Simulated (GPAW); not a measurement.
# Mg3CuN (model structure): optical spectrum from first principles, part 2 of 2

Aim: the dielectric function of Mg3CuN (model structure), and the optical constants that follow from it. The structure is a model built here, which may or may not match a known phase. It was built so: All Ag replaced by Cu and Mn replaced by Mg in the Pm-3m structure of Mn3AgN. The cell given below was relaxed beforehand with Ansatz.

GPAW 26.7.0; DFT, LDA, plane-wave PAW (GPAW data sets), scalar-relativistic, RPA, optical limit.

So far. Step 2 (Ground state): There are states at the Fermi level within the smearing, so the occupations stay smeared and the carriers get a Drude term.

## (4) Dielectric function, RPA

Transitions between filled and empty bands, summed over the zone, give the optical response, so mesh, band count and broadening shape it.

The induced potential is part of this response.

This step: DFT, LDA, plane-wave PAW (GPAW data sets), scalar-relativistic, RPA, optical limit (GPAW 26.7.0).

df.py reads:

```python
from gpaw.response.df import DielectricFunction

df = DielectricFunction('full.gpw', frequencies={'type': 'nonlinear', 'domega0': 0.03, 'omega2': 8},
                        ecut=30,
                        eta=0.1,
                        nbands=52,
                        rate=0.2,
                        txt='df.txt')
for direction in ['x']:
    df.get_dielectric_function(xc='RPA', direction=direction, filename=f'df_{direction}.csv')
```

Launch:

```console
OMP_NUM_THREADS=1 python df.py
```

Log:

```text
Using integrator: PointIntegrator
NonLinearFrequencyDescriptor(from 0.000 to 102.839 eV, 543 points)
Nonperiodic BCs:  [False False False]
Using integrator: PointIntegrator
NonLinearFrequencyDescriptor(from 0.000 to 102.839 eV, 543 points)
Nonperiodic BCs:  [False False False]
Using integrator: PointIntegrator

Calculating chi0 body with:
    Ground state adapter containing:
    Number of spins: 1
    Number of kpoints: 512
    Number of irreducible kpoints: 35
    Number of completely occupied states: 22
    Number of partially occupied states: 25

    Linear response parametrization:
    q_c: [0.0, 0.0, 0.0]
    Number of frequency points: 543
    Planewave cutoff: 30.0
    Number of bands: 52
    Number of planewaves: 27
    Broadening (eta): 0.1

Integrating chi0 body.

Symmetries of q_c:
    Direct symmetries (Uq -> q): 48
    Indirect symmetries (TUq -> q): 0
In total 48 allowed symmetries.

35 groups of equivalent kpoints. 93.1640625% reduction.

Integral kind: spectral function

Calculating chi0 optical extensions with:
    Ground state adapter containing:
    Number of spins: 1
    Number of kpoints: 512
    Number of irreducible kpoints: 35
    Number of completely occupied states: 22
    Number of partially occupied states: 25

    Linear response parametrization:
    Number of frequency points: 543
    Planewave cutoff: 30.0
    Number of bands: 52
    Number of planewaves: 27
    Broadening (eta): 0.1
Integrating chi0 head and wings.

Symmetries of q_c:
    Direct symmetries (Uq -> q): 48
    Indirect symmetries (TUq -> q): 0
In total 48 allowed symmetries.

35 groups of equivalent kpoints. 93.1640625% reduction.

Integral kind: spectral function wings

Calculating drude chi0 with:
    Number of frequency points:543
    Plasma frequency decay rate: 0.2 eV

    Ground state adapter containing:
    Number of spins: 1
    Number of kpoints: 512
    Number of irreducible kpoints: 35
    Number of completely occupied states: 22
    Number of partially occupied states: 25

Symmetries of q_c:
    Direct symmetries (Uq -> q): 48
    Indirect symmetries (TUq -> q): 0
In total 48 allowed symmetries.

35 groups of equivalent kpoints. 93.1640625% reduction.

Integral kind: intraband
Plasma frequency:
[[4.2+0.j 0. +0.j 0. +0.j]
 [0. +0.j 4.2+0.j 0. +0.j]
 [0. +0.j 0. +0.j 4.2+0.j]]
```

Elapsed: 8.5 s, on 1 thread of Arm Neoverse V2, shared host; peak memory 0.27 GiB.

Read-outs, printed or worked out from the files:

| Item | Value |
| --- | --- |
| centre of weight of the strongest loss peak in the window | 14.41 eV |

The Im ε, E ∥ x has structure finer than the step of the table below, so its rows give means over 0.5 eV, whole bins alone (the curve runs from 0.619 to 19.9 eV). Peaks (eV: height): 1.18: 29.3, 1.63: 22.5, 2.70: 10.9, 4.07: 7.36.

Sum at mesh points, not converged in k. Table of Im ε, E ∥ x by photon energy; means over each step:

```tsv
photon energy (eV)	Im ε, E ∥ x
1.0	24.4
1.5	19.5
2.0	13.6
2.5	8.07
3.0	7.56
3.5	4.81
4.0	5.52
4.5	5.32
5.0	4.63
5.5	4.57
6.0	3.33
6.5	2.22
7.0	1.72
7.5	1.51
8.0	2.02
8.5	1.75
9.0	1.83
9.5	1.54
10.0	1.13
10.5	1.06
11.0	1.08
11.5	1.02
12.0	0.959
12.5	0.702
13.0	0.735
13.5	0.645
14.0	0.519
14.5	0.447
15.0	0.453
15.5	0.398
16.0	0.391
16.5	0.325
17.0	0.337
17.5	0.370
18.0	0.413
18.5	0.392
19.0	0.394
19.5	0.349
```

Values under 1 per cm are given as 1; sum at mesh points, not converged in k. Table of absorption coefficient, E ∥ x by photon energy:

photon energy (eV), log10 absorption coefficient, E ∥ x (1/cm) and a bar from the least value:
```
    1.010        5.5 
    1.486        5.7 #########
    1.985        5.9 #####################
    2.508        5.7 ###########
    3.018        5.8 ##################
    3.510        5.8 ##################
    3.980        5.8 ###############
    4.516        5.9 ########################
    4.981        5.9 #######################
    5.515        6.0 #############################
    6.021        6.0 #############################
    6.494        6.0 ##########################
    6.985        5.9 ########################
    7.496        5.8 ###################
    8.026        6.0 #########################
    8.516        6.0 #########################
    9.023        6.0 ##########################
    9.483        6.0 ##############################
   10.026        5.9 ########################
   10.519        6.0 #########################
   11.029        5.9 #######################
   11.479        5.9 ########################
   12.023        6.0 ##########################
   12.504        5.9 ####################
   13.000        5.9 ######################
   13.512        5.9 #####################
   14.040        5.8 ###################
   14.493        5.7 ##############
   14.960        5.8 ##############
   15.536        5.7 ##########
   16.031        5.7 ###########
   16.541        5.6 ######
   16.959        5.6 #######
   17.496        5.6 ########
   18.049        5.7 ############
   18.504        5.7 #########
   18.969        5.7 ###########
   19.447        5.7 ###########
```

Sum at mesh points, not converged in k. Table of loss function −Im 1/ε at q → 0, E ∥ x by energy loss; read off at these points:

```tsv
energy loss (eV)	loss function −Im 1/ε at q → 0, E ∥ x
1.00	0.0522
1.50	0.0543
2.00	0.0489
2.50	0.150
3.00	0.130
3.50	0.183
4.00	0.150
4.50	0.173
5.00	0.218
5.50	0.181
6.00	0.213
6.50	0.320
7.00	0.435
7.50	0.682
8.00	0.464
8.50	0.551
9.00	0.556
9.50	0.510
10.00	0.839
10.50	0.855
10.74	1.04
11.00	0.939
11.50	1.04
12.00	0.993
12.50	1.58
13.00	1.38
13.50	1.55
14.00	1.85
14.13	2.13
14.50	1.85
15.00	1.61
15.15	1.79
15.50	1.52
16.00	1.46
16.50	1.15
17.00	0.993
17.50	0.896
18.00	0.910
18.50	0.902
19.00	0.978
19.50	1.03
```

The Im ε, E ∥ x has structure finer than the step of the table below, so its rows give means over 0.5 eV, whole bins alone (the curve runs from 0.619 to 19.9 eV). Peaks (eV: height): without local fields 1.18: 29.8, 1.63: 22.0, 2.70: 13.0, 4.07: 7.95; with local fields 1.18: 29.3, 1.63: 22.5, 2.70: 10.9, 4.07: 7.36.

Sum at mesh points, not converged in k. Im ε, E ∥ x against photon energy; means over each step:

```tsv
photon energy (eV)	without local fields	with local fields
1.0	24.8	24.4
1.5	19.2	19.5
2.0	13.5	13.6
2.5	9.76	8.07
3.0	8.49	7.56
3.5	5.04	4.81
4.0	6.05	5.52
4.5	5.63	5.32
5.0	5.00	4.63
5.5	4.36	4.57
6.0	3.19	3.33
6.5	2.33	2.22
7.0	1.86	1.72
7.5	1.69	1.51
8.0	2.23	2.02
8.5	1.93	1.75
9.0	2.05	1.83
9.5	1.58	1.54
10.0	1.25	1.13
10.5	1.13	1.06
11.0	1.16	1.08
11.5	1.08	1.02
12.0	1.01	0.959
12.5	0.751	0.702
13.0	0.788	0.735
13.5	0.718	0.645
14.0	0.611	0.519
14.5	0.566	0.447
15.0	0.566	0.453
15.5	0.487	0.398
16.0	0.476	0.391
16.5	0.398	0.325
17.0	0.388	0.337
17.5	0.408	0.370
18.0	0.429	0.413
18.5	0.414	0.392
19.0	0.383	0.394
19.5	0.353	0.349
```

The reflectivity at normal incidence, E ∥ x has structure finer than the step of the table below, so its rows give means over 1 eV, whole bins alone (the curve runs from 0.619 to 19.9 eV). Peaks (eV: height): 1.2: 62.1, 2.0: 64.8, 2.8: 50.6, 4.5: 44.8, 6.2: 46.7, 9.5: 34.6.

Sum at mesh points, not converged in k. Table of reflectivity at normal incidence, E ∥ x by photon energy; means over each step:

```tsv
photon energy (eV)	reflectivity at normal incidence, E ∥ x (%)
2	55.9
3	45.1
4	34.2
5	35.2
6	43.0
7	35.0
8	22.2
9	24.5
10	26.2
11	19.7
12	21.2
13	16.8
14	15.8
15	9.94
16	7.10
17	4.14
18	3.75
19	4.06
```

From ε follow the optical constants at some laser and lamp lines:

```tsv
wavelength (nm)	n	k	R (%)	1/α
1550	2.95	4.632	68.1	27 nm
800	3.20	3.094	53.0	21 nm
532	1.45	2.603	54.5	16 nm
450	1.99	2.592	49.2	14 nm
365	1.26	2.194	49.3	13 nm
248	1.42	1.590	32.2	12 nm
193	0.78	1.455	41.0	11 nm
```

In reflection the computed colour is faintly orange: x = 0.343, y = 0.345, luminous reflectivity 55 %.

## (5) Summary of results

| Item | Value |
| --- | --- |
| centre of weight of the strongest loss peak in the window, first axis | 14.4 eV |

In words: At this level (LDA, RPA) Mg3CuN is a metal. The mesh is too coarse to trust the carriers' weight, the reflectivity or the colour to better than tens of per cent. In reflection the computed colour is faintly orange: x = 0.343, y = 0.345, luminous reflectivity 55 %. The carriers' damping of 0.2 eV is typed, not computed; it shapes the response at the lowest energies. In this version of GPAW the matrix elements of the optical limit are incomplete, which can lower ε − 1 by up to a tenth where first-row anions or d states rule, and shift it by more in d metals. GPAW's carrier term has the form −ωp²/(ω + i·rate)², which damps like twice the rate and fails at low energy, so the curves leave the lowest energies out. The sum runs over mesh points 0.19 Å⁻¹ apart with no interpolation, so peaks are partly noise of the mesh, and the Drude plasma energy, a sum over the Fermi surface, isn't converged.

[Machine, clock and banner lines and Python warnings are left out of the logs.]

[Logs are printed without paths, hosts, clocks, repeated set-up lines and the standing remarks that a program may print on its own settings, such as how far it seeks lower states.]

[Hosts, paths, dates, database ids (printed as entryN), source tags and the programs' standing remarks are cut or masked in the printed files.]
